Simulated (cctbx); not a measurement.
## Lattice, Laue class and space group of a new crystal

Cell: a = 19.0240 Å, b = 5.1970 Å, c = 5.2290 Å, α = 90.00°, β = 90.00°, γ = 90.00°. Expected content of the cell: Cd12 Co8 O28.

Simulated single-crystal data (cctbx): Mo Kα, λ = 0.71073 Å, to d = 0.84 Å, 80 % of the full sphere, strongest reflection 20000 counts, noise from counting, a 6 % proportional error and a noise floor of 8 counts (s.d.); no absorption, some extinction.

A first pass over the reflections prints:

```text
2920 reflections to d = 0.840 A
centring   violations  <I/sigma> of those
    A        217 of  1448      1.4
    B        217 of  1465      1.4
    C          0 of  1487      0.0
    I        435 of  1459      3.6
    R        610 of  1956      3.6
    F        217 of  2200      0.9
Laue class    unique    Rint  (classes that these axes allow; Friedel mates merged)
C 1 2/m 1         508   0.043
C 2/m 1 1         471   0.044
C m m m           294   0.046
space group    extra absences  I>4sigma  <I/sigma>
C 2 2 21                3          0       0.2  acentric
C 2 2 2                 0          0         -  acentric
C m m 2                 0          0         -  acentric
C m c 21               89          0      -0.0  acentric
C 2 m m                 0          0         -  acentric
C m 2 m                 0          0         -  acentric
C 2 c m                89          0      -0.0  acentric
C m c m                89          0      -0.0  centric
C m m m                 0          0         -  centric
Wilson B = 1.26 A^2   <|E^2-1|> = 1.174 (0.968 centric, 0.736 acentric)   E^2>4: 8.0 %
shell (A)         n   <I/sigma>
 9.51 - 1.68     45     13.7
 1.68 - 1.33     38     15.8
 1.33 - 1.16     41     15.0
 1.16 - 1.06     31     17.0
 1.06 - 0.98     39     15.9
 0.98 - 0.92     32     13.2
 0.92 - 0.88     33     15.5
 0.88 - 0.84     35     16.0
```

**Question.** What are the lattice type, the Laue class and the likely space group?

The reflections that C centring forbids are absent (⟨I/σ⟩ near 0), so the lattice is C.

Rint stays low (0.043 to 0.046) up to C m m m, the highest class in these axes.

9 settings pass the absence test. The most absences obeyed, 89, belong to C m c 21, C 2 c m and C m c m, which absences can't tell apart.

⟨|E²−1|⟩ = 1.174 is above even the centric ideal, a mark of pseudo-translation (a class of systematically weak reflections). It says nothing here on a centre of symmetry. The Wilson B of 1.26 Å² means U ≈ 0.0160 Å².

The true group is Cmc2_1 (no. 36), Laue class mmm, non-centrosymmetric. The tables only narrow the choice to the tied entries; cell content, site symmetry and trial solutions must settle it.

This is a model crystal, built by substitution and not relaxed, with assumed displacement parameters.

[Logs are printed without paths, hosts, clocks, repeated set-up lines and the standing remarks that a program may print on its own settings, such as how far it seeks lower states.]
